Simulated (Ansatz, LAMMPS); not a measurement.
# Which site? a vacancy of Al in glassy 40SiO2-28Al2O3-16Li2O-16SrO (mol %) (85 atoms), part 2 of 4

Aim: make a vacancy of Al at several sites of glassy 40SiO2-28Al2O3-16Li2O-16SrO (mol %) (85 atoms), relax each, and compare their energies.

Ansatz 0.2.0; Kohn-Sham DFT, PBEsol, PAW (set soft_2), plane waves.

The cell: 10 Si, 14 Al, 8 Li, 4 Sr and 49 O. The quench rate of 6 K/ps is many orders above laboratory rates. The network of bonds at the start is that of the classical potential that made the cell. Only the Γ point is sampled, in a cell whose shortest periodic width is 10 Å.

So far. Step 2 (Single point at the start): The r.m.s. force at the start is 0.73 eV/Å. Step 3 (Relaxation): The relaxation converged after 10 steps, 3.36 eV below its start, with a largest force component of 0.027 eV/Å.

### Step 4. Single point at the relaxed geometry

The electronic structure is read at the final geometry, in a run of its own.

Input file input.yaml:

```yaml
crystal:
  lattice:
    - [10.1517, 0.0, 0.0]
    - [0.0, 10.1517, 0.0]
    - [0.0, 0.0, 10.1517]
  atoms:
    - { symbol: Si, position: [0.60407, 0.45334, 0.51736] }
    - { symbol: Si, position: [0.16732, 5.0e-05, 0.89193] }
    - { symbol: Si, position: [0.78851, 0.17535, 0.76793] }
    - { symbol: Si, position: [0.50892, 0.11382, 0.27836] }
    - { symbol: Si, position: [0.58149, 0.65359, 0.30861] }
    - { symbol: Si, position: [0.60454, 0.3347, 0.93551] }
    [... 73 atom lines left out ...]
    - { symbol: O, position: [0.02351, 0.46482, 0.82118] }
    - { symbol: O, position: [0.66901, 0.30025, 0.07742] }
    - { symbol: O, position: [0.43144, 0.02049, 0.38674] }
    - { symbol: O, position: [0.94294, 0.20978, 0.74465] }
    - { symbol: O, position: [0.75545, 0.39719, 0.50719] }
    - { symbol: O, position: [0.90047, 0.10935, 0.15087] }
kpoints:
  mp_grid: { grid: [1, 1, 1] }
hamiltonian:
  xc: pbesol
scf:
  occupations: { method: fermi_dirac, width: 0.025 }
output:
  forces: true
  stress: true
  populations: true
  dos:
    method: { smearing: { sigma: 0.08 } }
    de: 0.1
    projected: { site_lists: { Al: [Al], Li: [Li], O: [O], Si: [Si], Sr: [Sr] } }
  eigenvalues: true
  write_density: true
  write_potential: true
  volumetric_format: npy
  elf: true
```

The run is started by

```console
$ ansatz run input.yaml --threads 4 --pin off --max-ram 8192MiB --backend cpu --events-out ev --progress --plain --runs-dir out
```

Numbers of over 12 decimals in the logs are rounded to 6 here.

The program printed:

```text
[...]
Crystal: 85 atoms, lattice volume = 1046.204 Å³
Basis set: ecut = 420 eV, 20341 PW (Γ), exchange–correlation on 144×144×144 points (8 copies of the dense FFT grid, shifted against one another)
Bands: 305, of which v1, the nominal top of the filled ones, is band 220 counted from 1 (219 counted from 0)
Symmetry: 1 space group operations
[...]
k-points: 1
[...]
SCF iter   1: F=—  HF=-56746.684281 eV  |F-HF|=—  |Δ(HF+E_count)|=         —  Δρ=1.20e-2  dr2=1.21e0  ethr=1.77e-3  ⟨swp⟩=7.0  Hψ=1544  notcnv=0  defer=41
[...]
SCF iter  10: F=-56746.341301 eV  HF=-56746.341301 eV  |F-HF|=1.25e-8  |Δ(HF+E_count)|=   1.38e-8  Δρ=9.21e-7  dr2=1.07e-8  ethr=2.27e-11  ⟨swp⟩=9.0  Hψ=1887  notcnv=0
SCF 1 converged in 10 iterations: F = -56746.341301 eV  dr2 = 1.07e-8
[...]
SCF converged after 10 iterations
Free energy (F): -56746.341301 eV
[...]
Internal energy: -56746.341301 eV  (E = F + TS)
E sigma→0 (E₀):  -56746.341301 eV
Fermi energy:    6.003201 eV
[...]
--- Forces (eV/Å), atoms counted from 1 ---
  atom   1  Si     0.01700109     0.00525712    -0.01301698
  atom   2  Si     0.00633563     0.01741470     0.01095399
  atom   3  Si    -0.02418430    -0.00188325     0.00679780
  atom   4  Si    -0.00518957     0.00122246    -0.00045590
  atom   5  Si     0.01270208    -0.02012596     0.00077276
  atom   6  Si     0.00545244    -0.00868109     0.00909904
  atom   7  Si    -0.00861466     0.01156597    -0.01078273
  atom   8  Si    -0.02335600    -0.00065939    -0.02488272
  atom   9  Si    -0.00463510     0.02107041    -0.00190102
  atom  10  Si     0.00180397     0.00553039     0.00995750
  atom  11  Al    -0.00500196    -0.00800258    -0.01648558
  atom  12  Al    -0.00006789    -0.00532832    -0.00602712
  atom  13  Al     0.00153400    -0.02337828     0.00856182
  atom  14  Al    -0.01248581    -0.00076828     0.00564805
[...]
atom  84  O     -0.00976005    -0.02302803     0.00627638
  atom  85  O     -0.00528788     0.01332718    -0.00112346
  max |Σ_I F_I| component: 1.88e-5 eV/Å
--- Stress (GPa, compression-positive) ---
       -1.043270       1.530402      -1.058221
        1.530397      -1.680559      -0.762746
       -1.058219      -0.762748      -0.614542
  P = ⅓ Tr σ = -1.1128 GPa (-11.128 kbar)
--- Band table (eV) ---
[...]
--- Löwdin populations: 85 sites ---
  site symbol       q [e]
     0     Si      2.3719
     1     Si      2.3373
     2     Si      2.3909
[...]
84      O      6.9201
  spilling = 0.011383 (of n_electrons = 440.000000)
```

The job ended after 13 s (4 threads of Arm Neoverse V2, shared host; peak memory 1.3 GiB; 50 s of CPU time).

Numbers from this run:

| Quantity | Value |
| --- | --- |
| free energy | -56746.3413 eV |
| free energy per atom | -667.6040 eV/atom |
| SCF cycles | 10 |
| pressure | -1.113 GPa |
| r.m.s. force component | 0.00895 eV/Å |
| longest force | 0.03503 eV/Å |
| Fermi energy | 6.003 eV |
| gap (highest filled to lowest empty level) | 3.82 eV |
| spilling of the projection | 0.01138 |

### Step 5. Vacancy of Al, site Al21

The site has 4 bonded neighbours (O4) at 1.78 Å on average, by cutoffs that count no bonds between two metal atoms or like ions. The change is made in the relaxed cell and the atoms are relaxed again, with spin allowed.

Input file input.yaml:

```yaml
crystal:
  lattice:
    - [10.1517, 0.0, 0.0]
    - [0.0, 10.1517, 0.0]
    - [0.0, 0.0, 10.1517]
  atoms:
    [... atom lines 1 to 17 left out ...]
    - { symbol: Al, position: [0.41836, 0.95943, 0.54886] }
    - { symbol: Al, position: [0.35846, 0.25748, 0.58806] }
    - { symbol: Al, position: [0.83264, 0.26634, 0.12925] }
    - { symbol: Al, position: [0.28641, 0.62213, 0.36161] }
    - { symbol: Al, position: [0.63668, 0.62907, 0.98637] }
    - { symbol: Al, position: [0.03255, 0.29316, 0.86303] }
    - { symbol: Li, position: [0.76929, 0.85915, 0.29854] }
    [... atom lines 25 to 84 left out ...]
magnetization:
  spin_polarized: true
kpoints:
  mp_grid: { grid: [1, 1, 1] }
hamiltonian:
  xc: pbesol
scf:
  occupations: { method: fermi_dirac, width: 0.025 }
  lower_state_search: "off"
output:
  forces: true
  eigenvalues: true
relax:
  f_tol: 0.05
  max_steps: 90
```

The program printed:

```text
[...]
Crystal: 84 atoms, lattice volume = 1046.204 Å³
Basis set: ecut = 420 eV, 20341 PW (Γ), exchange–correlation on 144×144×144 points (8 copies of the dense FFT grid, shifted against one another)
Bands: 304, of which v1, the nominal top of the filled ones, is band 219 counted from 1 (218 counted from 0)
Symmetry: 1 space group operations
[...]
k-points: 1
[...]
Starting moments: Σ|m| = 2.4 μB on 4 of 84 sites
[...]
SCF iter   1: F=—  HF=-56247.722728 eV  |F-HF|=—  |Δ(HF+E_count)|=         —  Δρ=5.24e-2 (↑4.53e-2 ↓5.24e-2)  dr2=1.32e2  dr2_m=1.93e0  M=2.872 μB ∫|m|=3.123 μB  β_m=0.30  ethr=3.10e-3  ⟨swp⟩=8.0  Hψ=3210  notcnv=0  defer=56
[...]
spin=Collinear: Resta preconditioning applied to the charge; magnetization (m = ρ↑ − ρ↓) channel mixes plain (no charge-response kernel on spin).
SCF iter   2: F=—  HF=-56223.120728 eV  |F-HF|=—  |Δ(HF+E_count)|=    2.46e1  Δρ=3.95e-2 (↑2.56e-2 ↓3.95e-2)  dr2=5.83e1  dr2_m=1.50e0  M=2.754 μB ∫|m|=2.943 μB  β_m=0.30  ethr=3.10e-3  ⟨swp⟩=3.0  Hψ=1118  notcnv=0  defer=156
[...]
spin=Collinear: Kerker preconditioning applied to the charge; magnetization (m = ρ↑ − ρ↓) channel mixes plain (no charge-response kernel on spin).
SCF iter   3: F=—  HF=-56217.568063 eV  |F-HF|=—  |Δ(HF+E_count)|=    5.55e0  Δρ=2.91e-2 (↑1.87e-2 ↓2.91e-2)  dr2=3.71e1  dr2_m=1.17e0  M=2.965 μB ∫|m|=3.186 μB  β_m=0.30  ethr=3.10e-3  ⟨swp⟩=2.5  Hψ=888  notcnv=0  defer=158
[...]
SCF iter  16: F=—  HF=-56208.217634 eV  |F-HF|=—  |Δ(HF+E_count)|=   1.66e-4  Δρ=9.56e-4 (↑3.79e-4 ↓9.56e-4)  dr2=1.85e-2  dr2_m=2.30e-3  M=3.000 μB ∫|m|=3.167 μB  β_m=0.30  ethr=6.07e-6  ⟨swp⟩=2.0  Hψ=630  notcnv=0  defer=156
[...]
spin-set hold released at iteration 16 (site moments' squared step at or under half its running peak, from the soft ceiling on): the magnetisation degrees of freedom join the quasi-Newton model from the next iteration; the mixer history was flushed
SCF iter  17: F=—  HF=-56208.218767 eV  |F-HF|=—  |Δ(HF+E_count)|=   1.13e-3  Δρ=1.37e-3 (↑2.80e-4 ↓1.37e-3)  dr2=3.91e-2  dr2_m=4.36e-3  M=3.000 μB ∫|m|=3.166 μB  β_m=0.19  ethr=4.23e-6  ⟨swp⟩=3.5  Hψ=915  notcnv=0  defer=155
[...]
SCF iter  24: F=-56208.218137 eV  HF=-56208.218155 eV  |F-HF|=1.83e-5  |Δ(HF+E_count)|=   7.65e-6  Δρ=3.86e-5 (↑9.20e-6 ↓3.86e-5)  dr2=2.52e-5  dr2_m=3.63e-6  M=3.000 μB ∫|m|=3.168 μB  ethr=8.51e-9  ⟨swp⟩=2.5  Hψ=1823  notcnv=0
SCF 1 converged in 24 iterations: F = -56208.218137 eV  dr2 = 2.52e-5
[...]
relax step   1: F+E_penalty+E_count = -56208.21813655 eV  Δ(F+E_penalty+E_count) = +0.000e0 eV  max|allowed force component| = 1.110e0 eV/Å  Δτ_max = 0.0000 Å  (24 SCF iters, dr2 threshold 6.25e-5 eV, accepted)
[... from here on, the SCF cycles and remarks between the steps are left out ...]
relax step   2: F+E_penalty+E_count = -56208.68639444 eV  Δ(F+E_penalty+E_count) = -4.683e-1 eV  max|allowed force component| = 8.089e-1 eV/Å  Δτ_max = 0.1949 Å  (13 SCF iters, dr2 threshold 7.69e-5 eV, accepted)
relax step   3: F+E_penalty+E_count = -56209.06891292 eV  Δ(F+E_penalty+E_count) = -3.825e-1 eV  max|allowed force component| = 3.972e-1 eV/Å  Δτ_max = 0.1952 Å  (15 SCF iters, dr2 threshold 4.09e-5 eV, accepted)
relax step   4: F+E_penalty+E_count = -56209.30871966 eV  Δ(F+E_penalty+E_count) = -2.398e-1 eV  max|allowed force component| = 3.335e-1 eV/Å  Δτ_max = 0.1943 Å  (15 SCF iters, dr2 threshold 3.81e-5 eV, accepted)
relax step   5: F+E_penalty+E_count = -56209.49683169 eV  Δ(F+E_penalty+E_count) = -1.881e-1 eV  max|allowed force component| = 3.277e-1 eV/Å  Δτ_max = 0.1953 Å  (13 SCF iters, dr2 threshold 2.68e-5 eV, accepted)
relax step   6: F+E_penalty+E_count = -56209.66503598 eV  Δ(F+E_penalty+E_count) = -1.682e-1 eV  max|allowed force component| = 3.320e-1 eV/Å  Δτ_max = 0.1958 Å  (11 SCF iters, dr2 threshold 7.57e-5 eV, accepted)
relax step   7: F+E_penalty+E_count = -56209.81579835 eV  Δ(F+E_penalty+E_count) = -1.508e-1 eV  max|allowed force component| = 2.791e-1 eV/Å  Δτ_max = 0.1960 Å  (11 SCF iters, dr2 threshold 1.00e-4 eV, accepted)
relax step   8: F+E_penalty+E_count = -56209.94656754 eV  Δ(F+E_penalty+E_count) = -1.308e-1 eV  max|allowed force component| = 3.366e-1 eV/Å  Δτ_max = 0.1956 Å  (10 SCF iters, dr2 threshold 5.51e-5 eV, accepted)
relax step   9: F+E_penalty+E_count = -56210.06394463 eV  Δ(F+E_penalty+E_count) = -1.174e-1 eV  max|allowed force component| = 4.152e-1 eV/Å  Δτ_max = 0.1960 Å  (10 SCF iters, dr2 threshold 8.01e-5 eV, accepted)
relax step  10: F+E_penalty+E_count = -56210.17975706 eV  Δ(F+E_penalty+E_count) = -1.158e-1 eV  max|allowed force component| = 4.281e-1 eV/Å  Δτ_max = 0.1959 Å  (11 SCF iters, dr2 threshold 1.00e-4 eV, accepted)
relax step  11: F+E_penalty+E_count = -56210.28506986 eV  Δ(F+E_penalty+E_count) = -1.053e-1 eV  max|allowed force component| = 3.290e-1 eV/Å  Δτ_max = 0.1954 Å  (11 SCF iters, dr2 threshold 1.00e-4 eV, accepted)
relax step  12: F+E_penalty+E_count = -56210.35778622 eV  Δ(F+E_penalty+E_count) = -7.272e-2 eV  max|allowed force component| = 1.757e-1 eV/Å  Δτ_max = 0.2000 Å  (13 SCF iters, dr2 threshold 6.39e-5 eV, accepted)
relax step  13: F+E_penalty+E_count = -56210.36940193 eV  Δ(F+E_penalty+E_count) = -1.162e-2 eV  max|allowed force component| = 2.870e-1 eV/Å  Δτ_max = 0.1104 Å  (13 SCF iters, dr2 threshold 8.80e-6 eV, accepted)
relax step  14: F+E_penalty+E_count = -56210.38937948 eV  Δ(F+E_penalty+E_count) = -1.998e-2 eV  max|allowed force component| = 9.537e-2 eV/Å  Δτ_max = 0.0459 Å  (11 SCF iters, dr2 threshold 2.35e-5 eV, accepted)
relax step  15: F+E_penalty+E_count = -56210.33396023 eV  Δ(F+E_penalty+E_count) = +5.542e-2 eV  max|allowed force component| = 3.208e-1 eV/Å  Δτ_max = 0.2000 Å  (17 SCF iters, rejected (line search))
relax step  16: F+E_penalty+E_count = -56210.41063860 eV  Δ(F+E_penalty+E_count) = -2.126e-2 eV  max|allowed force component| = 9.005e-2 eV/Å  Δτ_max = 0.0795 Å  (17 SCF iters, accepted)
relax step  17: F+E_penalty+E_count = -56210.41490448 eV  Δ(F+E_penalty+E_count) = -4.266e-3 eV  max|allowed force component| = 7.575e-2 eV/Å  Δτ_max = 0.0276 Å  (14 SCF iters, accepted)
relax step  18: F+E_penalty+E_count = -56210.41884232 eV  Δ(F+E_penalty+E_count) = -3.938e-3 eV  max|allowed force component| = 6.889e-2 eV/Å  Δτ_max = 0.0252 Å  (10 SCF iters, dr2 threshold 4.06e-6 eV, accepted)
relax step  19: F+E_penalty+E_count = -56210.42196427 eV  Δ(F+E_penalty+E_count) = -3.122e-3 eV  max|allowed force component| = 5.571e-2 eV/Å  Δτ_max = 0.0256 Å  (10 SCF iters, dr2 threshold 3.36e-6 eV, accepted)
relax step  20: F+E_penalty+E_count = -56210.42442967 eV  Δ(F+E_penalty+E_count) = -2.465e-3 eV  max|allowed force component| = 5.239e-2 eV/Å  Δτ_max = 0.0259 Å  (13 SCF iters, accepted)
relax step  21: F+E_penalty+E_count = -56210.42699474 eV  Δ(F+E_penalty+E_count) = -2.565e-3 eV  max|allowed force component| = 4.687e-2 eV/Å  Δτ_max = 0.0431 Å  (13 SCF iters, accepted)
SCF converged after 13 iterations
Magnetization: 2.9980 μB (219.9990 up, 217.0010 down)
Absolute magnetization: 3.1962 μB (∫|ρ↑−ρ↓|, with the PAW one-centre terms)
[...]
Per-site moments (μB) at R_I (Å): [(-0.000103685, 0.657380), (-1.978970330217677e-5, 0.668053), (-0.00116964, 0.665454), (-0.000315022, 0.659417), (-0.000496764, [...]
Free energy (F): -56210.426995 eV
[...]
Internal energy: -56210.411189 eV  (E = F + TS)
E sigma→0 (E₀):  -56210.419092 eV
Entropy (-TS):   -0.015805 eV (-0.188 meV/atom)
Fermi energy:    3.853883 eV
[...]
--- Forces (eV/Å), atoms counted from 1 ---
  atom   1  Si     0.03556414    -0.00808648    -0.01311018
  atom   2  Si     0.00327474     0.01618276    -0.02088767
  atom   3  Si    -0.01444741     0.02355567    -0.03259483
  atom   4  Si    -0.00205673     0.00729248     0.04687480
  atom   5  Si     0.00314153    -0.00199201    -0.00169696
  atom   6  Si     0.03552019    -0.02533243     0.01081298
  atom   7  Si    -0.00343106    -0.02172437     0.00129381
  atom   8  Si    -0.02068493     0.01666396     0.01047981
  atom   9  Si    -0.02653012     0.01692739     0.01598526
  atom  10  Si     0.00364899    -0.00079168    -0.00232951
  atom  11  Al    -0.01458604    -0.00255351    -0.00312803
  atom  12  Al    -0.01930557     0.00413115    -0.00534094
  atom  13  Al     0.01912121    -0.01577240     0.01162547
  atom  14  Al     0.00274695     0.01460867     0.01632393
[...]
atom  83  O     -0.01239292     0.00257643     0.01723183
  atom  84  O      0.02296950    -0.01391481     0.00290601
  max |Σ_I F_I| component: 7.11e-5 eV/Å
--- Band table (eV) ---
[...]
--- Relaxed structure (21 steps of the walk, 20 accepted, 0 SCFs on fresh bases) ---
  F+E_penalty+E_count = -56210.42699474 eV   max|allowed force component| = 4.687e-2 eV/Å
  atoms:
    - { symbol: Si, position: [0.602054, 0.453250, 0.521521] }
    - { symbol: Si, position: [0.170757, -0.000798276, 0.895810] }
    - { symbol: Si, position: [0.796659, 0.179474, 0.781946] }
    - { symbol: Si, position: [0.502010, 0.109787, 0.277972] }
[...]
- { symbol: O, position: [0.905207, 0.108988, 0.148983] }
```

Elapsed: 7 min, on 4 threads; peak memory 2.2 GiB; 27 min of CPU time.

The relaxation converged after 21 steps, 2.21 eV below its start, with a largest force component of 0.047 eV/Å.

The surroundings of the place of the removed atom, after relaxation: 10 atoms, nearest first, with positions taken from that point. Atoms keep their numbers of the cell before the removal, where the removed atom was number 21.

```
atom      x      y      z  distance (Å)  bonds  moment (μB)
Li26  -0.45  -0.81   0.32          0.98      5         0.00
 O64   0.32   0.99  -0.31          1.09      3         0.78
 O38  -1.68   0.51   0.73          1.90      3         0.49
 O57   1.27  -0.44   1.39          1.94      3         0.48
Li25   0.78   0.09  -1.89          2.05      3         0.00
 O78  -0.26  -1.28  -1.58          2.05      3         0.13
Al13   0.35   2.78  -0.56          2.86      4         0.00
 O77  -0.86  -2.73   0.79          2.97      4         0.01
 O43  -0.02   2.98   1.14          3.19      3         0.17
Al11   2.97   0.03   1.24          3.21      4         0.00
```

The column of bonds counts only the pairs O-Al within 2.23 Å, O-Si within 2.08 Å, O-Li within 2.43 Å, O-Sr within 3.05 Å; other neighbours, such as metal atoms beside each other in a compound, aren't counted, and periodic images can show an atom twice.

The largest move is 1.91 Å, by Li26.

### Step 6. Vacancy of Al, site Al18

The site has 4 bonded neighbours (O4) at 1.77 Å on average. 

Input and log are left out; they have the form of those shown for this kind of step.

It took 12 min on 4 threads of Arm Neoverse V2, shared host; peak memory 2.2 GiB.

The relaxation converged after 35 steps, 1.60 eV below its start, with a largest force component of 0.022 eV/Å.

The surroundings of the place of the removed atom, after relaxation: 10 atoms, nearest first, with positions taken from that point. Atoms keep their numbers of the cell before the removal, where the removed atom was number 18.

```
atom      x      y      z  distance (Å)  bonds  moment (μB)
 O37  -0.77  -1.17   0.45          1.47      2         0.30
Sr35   0.61   0.65   1.59          1.83      7         0.00
 O82   0.11   1.72  -0.71          1.86      3         0.23
 O38   1.73  -1.21   0.85          2.27      3         0.43
 O54  -1.65   1.66   0.94          2.53      3         0.64
 Si4   0.81   1.90  -2.19          3.01      4         0.00
Si10  -1.41  -2.60   0.82          3.07      4         0.00
 O74   0.78   0.57  -3.06          3.20      2         0.16
Al19  -0.83   3.10   0.20          3.22      5         0.00
Al21   3.14  -1.33  -0.17          3.42      4         0.00
```

The column of bonds counts only the pairs O-Al within 2.27 Å, O-Si within 2.08 Å, O-Li within 2.58 Å, O-Sr within 3.05 Å; other neighbours, such as metal atoms beside each other in a compound, aren't counted, and periodic images can show an atom twice.

The largest move is 1.44 Å, by Sr35.

(Part 2 of 4 ends here.)

[Logs are printed without paths, hosts, clocks, repeated set-up lines and the standing remarks that a program may print on its own settings, such as how far it seeks lower states.]

[Hosts, paths, dates, database ids (printed as entryN), source tags and the programs' standing remarks are cut or masked in the printed files.]
